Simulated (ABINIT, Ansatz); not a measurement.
Planning a run of Ansatz 0.2.0 on Rb2Pd (Fm-3m). The input:

```yaml
crystal:
  lattice:
    - [0.0, 4.123218, 4.123218]
    - [4.123218, 0.0, 4.123218]
    - [4.123218, 4.123218, 0.0]
  atoms:
    - { symbol: Rb, position: [0.25, 0.25, 0.25] }
    - { symbol: Rb, position: [0.75, 0.75, 0.75] }
    - { symbol: Pd, position: [0.0, 0.0, 0.0] }
kpoints:
  mp_grid: { grid: [4, 4, 4] }
hamiltonian:
  xc: pbesol
scf:
  occupations: { method: fixed }
dielectric: {}
```

```sh
ansatz run input.yaml --threads 4 --pin off --max-ram 5529MiB --backend cpu --events-out ev --progress --plain --runs-dir out
```

Question: How long will it take on 4 threads of Arm Neoverse N1, shared host, and how much memory?

It took 24 s; on shared hardware allow 12 s to 48 s. Peak host memory was 0.57 GiB.

[Paths, hosts, dates, memory and timing lines, banners, echoed tables and standing remarks are left out of the program output.]

[Logs are printed without paths, hosts, clocks, repeated set-up lines and the standing remarks that a program may print on its own settings, such as how far it seeks lower states.]

[Runs of the session that timed out or met a known fault of the program may be left out.]

[Hosts, paths, dates, database ids (printed as entryN), source tags and the programs' standing remarks are cut or masked in the printed files.]

[G0W0 gaps are taken among the corrected bands and points alone; a level outside them can change the order at an edge.]

[Where Ansatz stands beside ABINIT at settings called matched, ABINIT's density can come from a denser mesh and the files from another edition; pairs whose starting gaps differed by over 0.03 eV were left out, so agreement reads better than it is.]
